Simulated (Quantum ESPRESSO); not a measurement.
Consider Sc3InB (Pm-3m).

```cif
data_structure
_symmetry_space_group_name_H-M 'P 1'
_symmetry_Int_Tables_number 1
_cell_length_a 4.5600
_cell_length_b 4.5600
_cell_length_c 4.5600
_cell_angle_alpha 90.000
_cell_angle_beta 90.000
_cell_angle_gamma 90.000
_cell_volume 94.82
loop_
_atom_site_label
_atom_site_type_symbol
_atom_site_fract_x
_atom_site_fract_y
_atom_site_fract_z
_atom_site_occupancy
In1 In 0.00000 0.00000 0.00000 1
Sc2 Sc 0.50000 0.50000 0.00000 1
Sc3 Sc 0.50000 0.00000 0.50000 1
Sc4 Sc 0.00000 0.50000 0.50000 1
B5 B 0.50000 0.50000 0.50000 1
```

Absorber: atom 5, with 6 Sc at 2.28 Å (octahedral, site symmetry m-3m). Method: Quantum ESPRESSO XSpectra, PBEsol, excited-electron core hole (neutral cell), 10-atom cell with 6.4 Å between holes, 7×7×7 k points, dipole transitions, Lorentzian half width 0.3 eV up to 4 eV, rising linearly to 2.5 eV at 25 eV.

Q: Predict the near-edge structure at the B K edge.

Main maxima up to 24 eV above the zero (height): 2.1 eV (1.16), 5.2 eV (2.28), 9.6 eV (1.23), 13.2 eV (1.27) and 22.6 eV (0.79). A K edge sees empty p states on the absorber. The total-energy difference is 189.34 eV. One term is added: -5.59 eV, since the hole is spin-paired here and a spin-polarised one costs that much less in the free atom (computed apart). The photon energy is then 183.75 eV. The functional leaves an error in such absolute values: in the free atom PBEsol prices this hole 1.2 eV below PBE (computed apart), and PBE is itself good to a few eV.

The B K spectrum (energy from the energy zero of the input (xe0, at the border of filled and empty states); intensity scaled to a mean of 1 over the first 20 eV; the points at xe0, where the cut of filled states can leave a spike, are interpolated):

| E (eV) | intensity |
| --- | --- |
| -2.0 | 0.03 |
| -1.4 | 0.04 |
| -0.8 | 0.06 |
| -0.2 | 0.15 |
| 0.4 | 0.23 |
| 1.0 | 0.30 |
| 1.6 | 0.54 |
| 2.2 | 1.10 |
| 2.8 | 0.71 |
| 3.4 | 0.54 |
| 4.0 | 0.91 |
| 4.6 | 1.52 |
| 5.2 | 2.27 |
| 5.8 | 1.65 |
| 6.4 | 1.32 |
| 7.0 | 1.22 |
| 7.6 | 1.16 |
| 8.2 | 1.21 |
| 8.8 | 1.22 |
| 9.4 | 1.23 |
| 10.0 | 1.21 |
| 10.6 | 1.12 |
| 11.2 | 1.07 |
| 11.8 | 1.11 |
| 12.4 | 1.20 |
| 13.0 | 1.27 |
| 13.6 | 1.24 |
| 14.2 | 1.11 |
| 14.8 | 0.94 |
| 15.4 | 0.81 |
| 16.0 | 0.73 |
| 16.6 | 0.70 |
| 17.2 | 0.70 |
| 17.8 | 0.71 |
| 18.4 | 0.73 |
| 19.0 | 0.73 |
| 19.6 | 0.73 |
| 20.2 | 0.73 |
| 20.8 | 0.75 |
| 21.4 | 0.77 |
| 22.0 | 0.79 |
| 22.6 | 0.79 |
| 23.2 | 0.79 |
| 23.8 | 0.78 |
| 24.4 | 0.77 |
| 25.0 | 0.76 |
| 25.6 | 0.76 |
| 26.2 | 0.76 |
| 26.8 | 0.77 |
| 27.4 | 0.77 |
| 28.0 | 0.77 |
| 28.6 | 0.77 |
| 29.2 | 0.75 |
| 29.8 | 0.74 |
| 30.4 | 0.73 |
| 31.0 | 0.73 |
| 31.6 | 0.73 |

The holes are only 6.4 Å apart, so the shape is probably not converged with cell size; no larger cell was run here. The structure is a published determination, not relaxed.

[Banner, clock and machine lines of the logs are left out without a mark of their own.]

[Logs are printed without paths, hosts, clocks, repeated set-up lines and the standing remarks that a program may print on its own settings, such as how far it seeks lower states.]

[Hosts, paths, dates, database ids (printed as entryN), source tags and the programs' standing remarks are cut or masked in the printed files.]

[Lists of maxima count a maximum above −3 eV only where it reaches 4 % of the highest in the window and stands out from its surroundings by 2 % of it (1.5 % where it reaches 55 %); shoulders and weaker maxima are passed over, and of the rest the first, up to two pre-edge ones and the few strongest are named.]
